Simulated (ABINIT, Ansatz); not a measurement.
## A GW chain in ABINIT: Na3OBr (Pm-3m)

The structure is cubic, space group Pm-3m (No. 221). The conventional cell has a = 4.533 Å, b = 4.533 Å, c = 4.533 Å, α = 90.00°, β = 90.00°, γ = 90.00°. Na has 2 O at 2.27 Å and 8 Na at 3.21 Å and 4 Br at 3.21 Å nearest. Br has 12 Na at 3.21 Å nearest. Nearest to O lie 6 Na at 2.27 Å. Farther neighbours, and contacts between anions beyond the nearest, are not listed.

```
method               : RPA screening on PBEsol, plane waves, norm-conserving pseudopotentials (and 2 further levels or steps)
program              : ABINIT 10.8.3
settings             : cutoff 38 Ha, PseudoDojo scalar-relativistic 0.4.1 standard, norm-conserving, ngkpt (2, 2, 2), nband 171, ecuteps 6.5 Ha, inclvkb 2, shiftk (0, 0, 0), symchi 1, awtr 1, frequency ppm, 2×2×2 k-mesh
cost                 : 5 runs, 2.6 min in all on 4 MPI ranks of Arm Neoverse V1, shared host
notes                : The cell and positions are those that the Materials Project relaxed with its own functionals (PBE, PBE+U or r2SCAN), kept fixed. Limits: no spin-orbit coupling. The 2×2×2 mesh is coarse for this cell, which bears on the long-range parts of exchange and screening.
PBEsol gap           : 1.96 eV, direct
G0W0 gap on the mesh : 3.31 eV
GW settings          : 2×2×2 mesh, 171 bands, screening to 176.9 eV, Godby-Needs plasmon pole
known limits         : short of the basis limit; no spin-orbit coupling; coarse k mesh
```

G0W0 moves the gap on the mesh from 1.96 eV to 3.31 eV (+1.35 eV), with Z of 0.75 and 0.83 at the edges. Local fields lower the RPA ε∞ on this mesh from 4.86 to 4.38; a Γ-centred mesh this coarse tends to raise both, most where the direct gap is narrow, while a short band sum lowers them.

[Long decimals in the printed logs are rounded to 6 places.]

[Logs are printed without paths, hosts, clocks, repeated set-up lines and the standing remarks that a program may print on its own settings, such as how far it seeks lower states.]

[Paths, hosts, dates, memory and timing lines, banners, echoed tables and standing remarks are left out of the program output; an Ansatz launch command may be rebuilt from the run's recorded settings. Measured values are a selection of at most five: reports struck by readers or far from the other reports are left out. None is set beside runs whose start may be inverted or whose files or cutoffs have a known fault.]

[Runs of the session that timed out or met a known fault of the program may be left out.]

[Hosts, paths, dates, database ids (printed as entryN), source tags and the programs' standing remarks are cut or masked in the printed files.]

[G0W0 gaps are taken among the corrected bands and points alone; a level outside them can change the order at an edge.]

[Where Ansatz stands beside ABINIT at settings called matched, ABINIT's density can come from a denser mesh and the files from another edition; pairs whose starting gaps differed by over 0.03 eV were left out, so agreement reads better than it is.]
